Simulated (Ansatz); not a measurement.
## BaZrO3 (Pm-3m): zone-centre modes under pressure

Aim: how do the optical modes of BaZrO3 (Pm-3m) move with volume?

Method: DFT PBE, scalar-relativistic, plane waves, PAW; PAW set soft_1, in Ansatz 0.2.0.

## Step 1: The starting structure

Symmetry: Pm-3m, No. 221, cubic system. Conventional cell: a = 4.191 Å, b = 4.191 Å, c = 4.191 Å, α = 90.00°, β = 90.00°, γ = 90.00°. Nearest to O lie 2 Zr at 2.10 Å and 4 Ba at 2.96 Å. Nearest to Zr lie 6 O at 2.10 Å. Nearest to Ba lie 12 O at 2.96 Å. Farther neighbours and most contacts between anions are not listed.

Structure file:

```cif
data_structure
_symmetry_space_group_name_H-M 'Pm-3m'
_symmetry_Int_Tables_number 221
_cell_length_a 4.1913
_cell_length_b 4.1913
_cell_length_c 4.1913
_cell_angle_alpha 90.000
_cell_angle_beta 90.000
_cell_angle_gamma 90.000
_cell_volume 73.63
loop_
_atom_site_label
_atom_site_type_symbol
_atom_site_symmetry_multiplicity
_atom_site_Wyckoff_symbol
_atom_site_fract_x
_atom_site_fract_y
_atom_site_fract_z
_atom_site_occupancy
O1 O 3 c 0.00000 0.50000 0.50000 1
Zr1 Zr 1 b 0.50000 0.50000 0.50000 1
Ba1 Ba 1 a 0.00000 0.00000 0.00000 1
```

## Step 2: Relaxation

Harmonic phonons are second derivatives at a point where the forces vanish, and they are wanted at zero stress, so atoms and cell are relaxed first.

input.yaml reads:

```yaml
crystal:
  lattice:
    - [4.19134, 0.0, 0.0]
    - [0.0, 4.19134, 0.0]
    - [0.0, 0.0, 4.19134]
  atoms:
    - { symbol: O, position: [0.0, 0.5, 0.5] }
    - { symbol: O, position: [0.5, 0.0, 0.5] }
    - { symbol: O, position: [0.5, 0.5, 0.0] }
    - { symbol: Zr, position: [0.5, 0.5, 0.5] }
    - { symbol: Ba, position: [0.0, 0.0, 0.0] }
kpoints:
  mp_grid: { grid: [6, 6, 6] }
hamiltonian:
  xc: pbe
  pseudopotentials: { kind: paw, azcp: { folder: soft_1 } }
scf:
  occupations: { method: gaussian, width: 0.02 }
output:
  forces: true
  stress: true
  eigenvalues: true
relax:
  adjacent_minimum: "off"
  f_tol: 0.005
  max_steps: 80
  cell: { stress_tol: 0.05 }
```

Command:

```console
ansatz run input.yaml --threads 4 --pin off --max-ram 16384MiB --backend cpu --events-out ev --progress --plain --runs-dir out
```

Numbers of over 12 decimals in the logs are rounded to 6 here.

The log of the run:

```text
Engine: ansatz 0.2.0, aarch64-unknown-linux-gnu
Pseudopotentials: kind: paw
Pseudopotential: O, paw, valence charge 6, recommended cutoff 420 eV (normal), soft_1/O.paw.azcp
Pseudopotential: Zr, paw, valence charge 12, recommended cutoff 420 eV (normal), soft_1/Zr.paw.azcp
Pseudopotential: Ba, paw, valence charge 10, recommended cutoff 420 eV (normal), soft_1/Ba.paw.azcp
Functional definition: PBE
  parameter kappa = 0.804
  parameter beta = 0.066725
  exchange = pbe_x(kappa = kappa, mu = beta*pi^2/3)
  correlation = pbe_c(beta = beta)
Crystal: 5 atoms, lattice volume = 73.631 Å³
Basis set: ecut = 420 eV, 1419 PW (Γ), exchange–correlation on 60×60×60 points (8 copies of the dense FFT grid, shifted against one another)
Bands: 25, of which v1, the nominal top of the filled ones, is band 20 counted from 1 (19 counted from 0)
Symmetry: 48 space group operations
Space group: Pm-3m (ITA 221), of the structure as read, at distance tolerance 4.2e-5 Å
k-points: 20 of 216
Non-local potential: O, projectors of the file, l = 0: 2, l = 1: 2, l = 2: 1
Non-local potential: Zr, projectors of the file, l = 0: 3, l = 1: 2, l = 2: 2, l = 3: 1
Non-local potential: Ba, projectors of the file, l = 0: 3, l = 1: 2, l = 2: 2, l = 3: 2
PAW form: soft (Blöchl's): semilocal exchange-correlation on the pseudo side does not see the compensation charge
PAW one-centre angular grid: O, 110 points (default); XC on 64 Gauss nodes
PAW one-centre angular grid: Zr, 590 points (default); XC on 64 Gauss nodes
PAW one-centre angular grid: Ba, 194 points (default); XC on 64 Gauss nodes
Initial density: superposition of atomic densities (chi_scale 0.1, normalization cell, long waves kept (reshape's long-wave potential 0.00 eV rms))
Initial wavefunctions: pseudopotential atomic-orbital guess
Functional: x = pbe(κ = 0.804, μ = 0.219515), c = pbe(β = 0.066725)
SCF iter   1: F=—  HF=-11844.912439 eV  |F-HF|=—  |Δ(HF+E_count)|=         —  Δρ=4.94e-2  dr2=1.26e0  ethr=3.10e-3  ⟨swp⟩=8.7  Hψ=2784  notcnv=0
preconditioner: auto → Resta (q_TF=auto, 2.464 Å⁻¹)  ε∞=3.9  [insulator: Δε(μ)=2.867 eV  Ē_g=15.195 eV  σ=0.020 eV  W_gap=1.00  n_scr=18 (ndim 8)  ℏωp=26.0 eV  f_vac=0.000  D(μ)=0.00/eV (n_scr^D=0)  ε∞_Penn≈3.9]
SCF iter   2: F=—  HF=-11844.837761 eV  |F-HF|=—  |Δ(HF+E_count)|=   7.47e-2  Δρ=2.31e-2  dr2=3.93e-1  ethr=3.10e-3  ⟨swp⟩=2.5  Hψ=935  notcnv=0  defer=20
SCF iter   3: F=—  HF=-11844.856642 eV  |F-HF|=—  |Δ(HF+E_count)|=   1.89e-2  Δρ=1.31e-2  dr2=8.96e-2  ethr=9.81e-4  ⟨swp⟩=2.9  Hψ=910  notcnv=0  defer=20
SCF iter   4: F=—  HF=-11844.865743 eV  |F-HF|=—  |Δ(HF+E_count)|=   9.10e-3  Δρ=2.12e-3  dr2=2.02e-3  ethr=2.24e-4  ⟨swp⟩=2.4  Hψ=902  notcnv=0  defer=20
SCF iter   5: F=—  HF=-11844.868681 eV  |F-HF|=—  |Δ(HF+E_count)|=   2.94e-3  Δρ=2.72e-4  dr2=5.07e-5  ethr=5.05e-6  ⟨swp⟩=2.0  Hψ=837  notcnv=0  defer=20
SCF iter   6: F=—  HF=-11844.868714 eV  |F-HF|=—  |Δ(HF+E_count)|=   3.29e-5  Δρ=6.01e-5  dr2=2.92e-6  ethr=1.27e-7  ⟨swp⟩=2.0  Hψ=905  notcnv=0  defer=20
SCF iter   7: F=—  HF=-11844.868718 eV  |F-HF|=—  |Δ(HF+E_count)|=   3.56e-6  Δρ=1.58e-5  dr2=1.82e-7  ethr=7.29e-9  ⟨swp⟩=2.2  Hψ=832  notcnv=0  defer=20
SCF iter   8: F=-11844.868718 eV  HF=-11844.868718 eV  |F-HF|=2.34e-9  |Δ(HF+E_count)|=   1.30e-7  Δρ=2.59e-6  dr2=3.66e-9  ethr=2.50e-10  ⟨swp⟩=10.8  Hψ=2356  notcnv=0
SCF 1 converged in 8 iterations: F = -11844.868718 eV  dr2 = 3.66e-9
  greatest PAW one-centre occupation: 0.998 electrons in one spin orbital (limit 2), on the Zr atom at site 3 (counted from 0), in its partial waves of l = 0
relax step   1: F+E_penalty+E_count = -11844.86871768 eV  Δ(F+E_penalty+E_count) = +0.000e0 eV  max|allowed force component| = 4.412e-29 eV/Å  Δτ_max = 0.0000 Å  P = +4.047 GPa  Ω = 73.631 Å³  (8 SCF iters, dr2 threshold 1.00e-7 eV, accepted)
Crystal: 5 atoms, lattice volume = 76.428 Å³
Basis set: ecut = 420 eV, 1503 PW (Γ), exchange–correlation on 60×60×60 points (8 copies of the dense FFT grid, shifted against one another)
Initial density: handed on by an earlier stage of this run
Initial wavefunctions: those handed on with the density
iter 1 solved again at ethr=1.99e-5 eV; its pass at ethr=3.10e-3 eV (dr2=7.96e-3 eV) is discarded
SCF iter   1: F=—  HF=-11844.882920 eV  |F-HF|=—  |Δ(HF+E_count)|=         —  Δρ=3.75e-3  dr2=7.59e-3  ethr=1.99e-5  ⟨swp⟩=1.9  Hψ=3088  notcnv=0
preconditioner: auto → Resta (q_TF=auto, 2.449 Å⁻¹)  ε∞=3.7  [insulator: Δε(μ)=3.159 eV  Ē_g=15.974 eV  σ=0.020 eV  W_gap=1.00  n_scr=18 (ndim 8)  ℏωp=26.2 eV  f_vac=0.001  D(μ)=0.00/eV (n_scr^D=0)  ε∞_Penn≈3.7]
SCF iter   2: F=—  HF=-11844.881323 eV  |F-HF|=—  |Δ(HF+E_count)|=   1.60e-3  Δρ=1.33e-3  dr2=1.22e-3  ethr=1.90e-5  ⟨swp⟩=2.0  Hψ=876  notcnv=0
SCF iter   3: F=—  HF=-11844.881168 eV  |F-HF|=—  |Δ(HF+E_count)|=   1.55e-4  Δρ=7.02e-4  dr2=2.89e-4  ethr=3.05e-6  ⟨swp⟩=2.3  Hψ=741  notcnv=0
SCF iter   4: F=—  HF=-11844.881164 eV  |F-HF|=—  |Δ(HF+E_count)|=   3.82e-6  Δρ=1.44e-4  dr2=1.09e-5  ethr=7.23e-7  ⟨swp⟩=2.0  Hψ=800  notcnv=0
SCF iter   5: F=-11844.881180 eV  HF=-11844.881180 eV  |F-HF|=5.15e-7  |Δ(HF+E_count)|=   1.56e-5  Δρ=2.10e-5  dr2=2.51e-7  ethr=1.25e-9  ⟨swp⟩=5.0  Hψ=2556  notcnv=0
SCF 2 converged in 5 iterations: F = -11844.881180 eV  dr2 = 2.51e-7
relax step   2: F+E_penalty+E_count = -11844.88118017 eV  Δ(F+E_penalty+E_count) = -1.246e-2 eV  max|allowed force component| = 3.957e-30 eV/Å  Δτ_max = 0.0000 Å  P = -1.853 GPa  Ω = 76.428 Å³  energy of the carried Pulay correction = -5.067e-3 eV  (5 SCF iters, dr2 threshold 5.00e-7 eV, accepted)
Crystal: 5 atoms, lattice volume = 75.527 Å³
iter 1 solved again at ethr=2.05e-6 eV; its pass at ethr=3.10e-3 eV (dr2=8.21e-4 eV) is discarded
SCF iter   1: F=—  HF=-11844.888457 eV  |F-HF|=—  |Δ(HF+E_count)|=         —  Δρ=1.14e-3  dr2=6.73e-4  ethr=2.05e-6  ⟨swp⟩=2.0  Hψ=2964  notcnv=0
preconditioner: auto → Resta (q_TF=auto, 2.454 Å⁻¹)  ε∞=3.7  [insulator: Δε(μ)=3.187 eV  Ē_g=16.034 eV  σ=0.020 eV  W_gap=1.00  n_scr=18 (ndim 8)  ℏωp=26.3 eV  f_vac=0.000  D(μ)=0.00/eV (n_scr^D=0)  ε∞_Penn≈3.7]
SCF iter   2: F=—  HF=-11844.888310 eV  |F-HF|=—  |Δ(HF+E_count)|=   1.47e-4  Δρ=4.08e-4  dr2=1.09e-4  ethr=1.68e-6  ⟨swp⟩=2.0  Hψ=784  notcnv=0
SCF iter   3: F=—  HF=-11844.888253 eV  |F-HF|=—  |Δ(HF+E_count)|=   5.65e-5  Δρ=2.17e-4  dr2=2.55e-5  ethr=2.73e-7  ⟨swp⟩=2.4  Hψ=761  notcnv=0
SCF iter   4: F=—  HF=-11844.888254 eV  |F-HF|=—  |Δ(HF+E_count)|=   1.20e-6  Δρ=4.25e-5  dr2=8.99e-7  ethr=6.38e-8  ⟨swp⟩=2.0  Hψ=800  notcnv=0
SCF iter   5: F=-11844.888256 eV  HF=-11844.888256 eV  |F-HF|=3.99e-8  |Δ(HF+E_count)|=   1.18e-6  Δρ=6.19e-6  dr2=2.26e-8  ethr=1.25e-9  ⟨swp⟩=5.8  Hψ=2227  notcnv=0
SCF 3 converged in 5 iterations: F = -11844.888256 eV  dr2 = 2.26e-8
relax step   3: F+E_penalty+E_count = -11844.88825558 eV  Δ(F+E_penalty+E_count) = -7.075e-3 eV  max|allowed force component| = 7.534e-30 eV/Å  Δτ_max = 0.0000 Å  P = -0.073 GPa  Ω = 75.527 Å³  energy of the carried Pulay correction = -3.455e-3 eV  (5 SCF iters, dr2 threshold 5.00e-7 eV, accepted)
[...]
relax step   4: F+E_penalty+E_count = -11844.88832736 eV  Δ(F+E_penalty+E_count) = -7.179e-5 eV  max|allowed force component| = 5.391e-30 eV/Å  Δτ_max = 0.0000 Å  P = -0.001 GPa  Ω = 75.491 Å³  energy of the carried Pulay correction = -3.392e-3 eV  (4 SCF iters, dr2 threshold 1.32e-8 eV, accepted)
[...]
relax step   5: F+E_penalty+E_count = -11844.89246761 eV  Δ(F+E_penalty+E_count) = -4.140e-3 eV  max|allowed force component| = 1.062e-29 eV/Å  Δτ_max = 0.0000 Å  P = +0.093 GPa  Ω = 75.491 Å³  stress off target by 9.34e-2 GPa  SCF on the basis re-selected at this cell (its energy is not comparable with the rows above)  (6 SCF iters)
[...]
relax step   6: F+E_penalty+E_count = -11844.89240016 eV  Δ(F+E_penalty+E_count) = +6.745e-5 eV  max|allowed force component| = 1.517e-29 eV/Å  Δτ_max = 0.0000 Å  P = +0.002 GPa  Ω = 75.537 Å³  energy of the carried Pulay correction = -8.104e-5 eV  (4 SCF iters, dr2 threshold 2.18e-8 eV, accepted)
iter 1 solved again at ethr=1.07e-7 eV; its pass at ethr=3.10e-3 eV (dr2=4.27e-5 eV) is discarded
SCF iter   1: F=—  HF=-11844.892532 eV  |F-HF|=—  |Δ(HF+E_count)|=         —  Δρ=1.41e-5  dr2=4.19e-8  ethr=1.07e-7  ⟨swp⟩=3.0  Hψ=4119  notcnv=0
SCF iter   2: F=—  HF=-11844.892495 eV  |F-HF|=—  |Δ(HF+E_count)|=   3.69e-5  Δρ=7.36e-6  dr2=1.15e-8  ethr=1.05e-10  ⟨swp⟩=3.0  Hψ=1261  notcnv=0
SCF iter   3: F=—  HF=-11844.892495 eV  |F-HF|=—  |Δ(HF+E_count)|=   4.94e-9  Δρ=4.85e-6  dr2=4.03e-9  ethr=2.88e-11  ⟨swp⟩=2.1  Hψ=603  notcnv=0
SCF iter   4: F=—  HF=-11844.892495 eV  |F-HF|=—  |Δ(HF+E_count)|=   5.18e-9  Δρ=2.26e-6  dr2=1.37e-9  ethr=1.01e-11  ⟨swp⟩=2.0  Hψ=900  notcnv=0
SCF iter   5: F=-11844.892495 eV  HF=-11844.892495 eV  |F-HF|=1.46e-11  |Δ(HF+E_count)|=  9.99e-10  Δρ=1.27e-7  dr2=6.50e-12  ethr=1.00e-12  ⟨swp⟩=3.1  Hψ=2255  notcnv=0
SCF 7 converged in 5 iterations: F = -11844.892495 eV  dr2 = 6.50e-12
relax step   7: F+E_penalty+E_count = -11844.89249541 eV  Δ(F+E_penalty+E_count) = -9.525e-5 eV  max|allowed force component| = 7.350e-30 eV/Å  Δτ_max = 0.0000 Å  P = +0.003 GPa  Ω = 75.537 Å³  stress off target by 2.50e-3 GPa  SCF on the basis re-selected at this cell (its energy is not comparable with the rows above)  (5 SCF iters)
basis re-selected at this cell: Δ(F+E_penalty+E_count) = -9.525e-5 eV, ΔP = +0.001 GPa vs the last step (what re-selecting the basis moved, of the pressure what is left beyond the Pulay correction that the steps carried, after the strain that the cell walked since its last selection, with what the two solves' SCF thresholds leave and, on support functions, any second-order correction that the steps lacked; it is no m [...]
SCF converged after 5 iterations
Free energy (F): -11844.892495 eV
Harris-Foulkes:  -11844.892495 eV  (|F-HF|=1.46e-11)
Internal energy: -11844.892495 eV  (E = F + TS)
E sigma→0 (E₀):  -11844.892495 eV
Fermi energy:    11.072450 eV
--- Per-component energies (eV) ---
  E_band       = -106.060353
  E_kinetic    = 982.739804
  E_local      = -1965.952639  (includes V_loc(G=0)·N_el)
  E_nonlocal   = 321.505253
  E_hartree    = 704.691319
  E_xc         = -571.109547
  E_vxc        = -589.396902  (∫ρ·V_xc dr)
  E_paw        = -8645.847279  (= ΣΔE_a)
  E_vpaw       = -264.340852  (= ΣTr[D̂ρ^β])
  E_aug_tail   = 0.002291  (compensation charges beyond the density's cutoff)
  E_ewald      = -2670.921697
  E_smearing   = -0.000000  (= −TS)
  E_closure    = -0.000000  (closes the sum)
  Σ components = -11844.892495   (vs F -11844.892495, Δ=0.00e0)
--- Forces (eV/Å), atoms counted from 1 ---
  atom   1  O      0.00000000     0.00000000     0.00000000
  atom   2  O      0.00000000     0.00000000     0.00000000
  atom   3  O      0.00000000     0.00000000     0.00000000
  atom   4  Zr    -0.00000000     0.00000000     0.00000000
  atom   5  Ba    -0.00000000     0.00000000    -0.00000000
  max |Σ_I F_I| component: 1.58e-29 eV/Å
--- Stress (GPa, compression-positive) ---
        0.002503      -0.000000       0.000000
       -0.000000       0.002503      -0.000000
        0.000000      -0.000000       0.002503
  P = ⅓ Tr σ = 0.0025 GPa (0.025 kbar)
--- Band table (eV; the first three rows and the last of 20) ---
  k-point 0: bands = [... 16 lower, 8.5202, 9.2594, 9.2594, 9.2594, 12.6658, 12.6658, 12.6658, 14.1931, ... 1 higher]
  k-point 1: bands = [... 16 lower, 8.3474, 8.6403, 9.1717, 9.1717, 12.7435, 13.2392, 13.2392, 14.5916, ... 1 higher]
  k-point 2: bands = [... 16 lower, 7.9765, 8.0435, 9.0611, 9.0611, 12.9167, 14.3874, 14.3874, 15.4268, ... 1 higher]
  k-point 19: bands = [... 16 lower, 7.0025, 9.4791, 9.4791, 9.4791, 15.4483, 15.4483, 15.4483, 16.2624, ... 1 higher]
--- Relaxed structure (5 steps of the walk, 5 accepted, 2 SCFs on fresh bases) ---
  F+E_penalty+E_count = -11844.89249541 eV   max|allowed force component| = 7.350e-30 eV/Å   (the final SCF, on the basis selected at the relaxed cell)
  cell:  # Å, volume = 75.5371 Å³
    - [4.227206, 0, 0]
    - [0, 4.227206, 0]
    - [0, 0, 4.227206]
  atoms:
    - { symbol: O, position: [0, 0.5, 0.5] }
    - { symbol: O, position: [0.5, 0, 0.5] }
    - { symbol: O, position: [0.5, 0.5, 0] }
    - { symbol: Zr, position: [0.5, 0.5, 0.5] }
    - { symbol: Ba, position: [0, 0, 0] }
```

It took 4.3 s on 4 threads of Arm Neoverse V2, shared host; peak memory 0.4 GiB.

The steps of the relaxation:

| step | energy less that of the first step (eV) | largest force component (eV/Å) | pressure (GPa) | volume (Å³) |
| --- | --- | --- | --- | --- |
| 1 | 0.0000 | 0.0000 | 4.05 | 73.63 |
| 2 | -0.0125 | 0.0000 | -1.85 | 76.43 |
| 3 | -0.0195 | 0.0000 | -0.07 | 75.53 |
| 4 | -0.0196 | 0.0000 | 0.00 | 75.49 |
| 5* | -0.0238 | 0.0000 | 0.09 | 75.49 |
| 6 | -0.0237 | 0.0000 | 0.00 | 75.54 |
| 7* | -0.0238 | 0.0000 | 0.00 | 75.54 |

Relaxation steps marked * repeat the geometry before them on a plane-wave basis chosen anew for their cell, so energy and pressure can jump there.

The run keeps the 48 symmetry operations that it works with, so distortions that break them were not tested.

| conventional cell, symmetrised | before | after | change |
| --- | --- | --- | --- |
| a (Å) | 4.191 | 4.227 | +0.9 % |
| b (Å) | 4.191 | 4.227 | +0.9 % |
| c (Å) | 4.191 | 4.227 | +0.9 % |
| volume (Å³/atom) | 14.73 | 15.11 | +2.6 % |

This step gave:

```yaml
pressure: 0.002503 GPa
gap_on_the_k_mesh: 3.187 eV
volume_per_atom: 15.11 Å³
```

In this step the volume went from 14.73 to 15.11 Å³/atom.

## Step 3: Tight relaxation

Phonons need small forces and stress, so the relaxation is finished with tight tolerances on 8×8×8 k points.

input.yaml, the sections that differ from step 2:

```yaml
crystal:
  lattice:
    - [4.2272056361, 0.0, 0.0]
    - [0.0, 4.2272056361, 0.0]
    - [0.0, 0.0, 4.2272056361]
  atoms:
    - { symbol: O, position: [0.0, 0.5, 0.5] }
    - { symbol: O, position: [0.5, 0.0, 0.5] }
    - { symbol: O, position: [0.5, 0.5, 0.0] }
    - { symbol: Zr, position: [0.5, 0.5, 0.5] }
    - { symbol: Ba, position: [0.0, 0.0, 0.0] }
kpoints:
  mp_grid: { grid: [8, 8, 8] }
scf:
  occupations: { method: fixed }
relax:
  adjacent_minimum: "off"
  f_tol: 0.001
  max_steps: 60
  cell: { stress_tol: 0.01 }
# hamiltonian, output: as in step 2
```

The log of the run:

```text
[...]
Crystal: 5 atoms, lattice volume = 75.537 Å³
Basis set: ecut = 420 eV, 1419 PW (Γ), exchange–correlation on 60×60×60 points (8 copies of the dense FFT grid, shifted against one another)
Bands: 25, of which v1, the nominal top of the filled ones, is band 20 counted from 1 (19 counted from 0)
Symmetry: 48 space group operations
[...]
k-points: 35 of 512
[...]
--- Relaxed structure (1 steps of the walk, 1 accepted, 1 SCFs on fresh bases) ---
[...]
cell:  # Å, volume = 75.5371 Å³
    - [4.2272056361, 0.0, 0.0]
    - [0.0, 4.2272056361, 0.0]
    - [0.0, 0.0, 4.2272056361]
  atoms:
    - { symbol: O, position: [0.0, 0.5, 0.5] }
    - { symbol: O, position: [0.5, 0.0, 0.5] }
    - { symbol: O, position: [0.5, 0.5, 0.0] }
    - { symbol: Zr, position: [0.5, 0.5, 0.5] }
    - { symbol: Ba, position: [0.0, 0.0, 0.0] }
[key lines of the parts left out:]
SCF converged after 8 iterations
Free energy (F): -11844.892718 eV
Fermi energy:    9.479041 eV
P = ⅓ Tr σ = 0.0016 GPa (0.016 kbar)
```

It took 2.2 s on 4 threads; peak memory 0.42 GiB.

Little changed from the start: no atom moved by 0.005 Å and no cell edge by 0.1 %.

Numbers from this step:

* pressure: 0.001571 GPa

The forces vanish by symmetry and the pressure is 0.002 GPa, within the tolerances set. The cell now holds 15.11 Å³/atom.

(Continued in part 2 of 3.)

[Logs are printed without paths, hosts, clocks, repeated set-up lines and the standing remarks that a program may print on its own settings, such as how far it seeks lower states.]

[Hosts, paths, dates, database ids (printed as entryN), source tags and the programs' standing remarks are cut or masked in the printed files.]
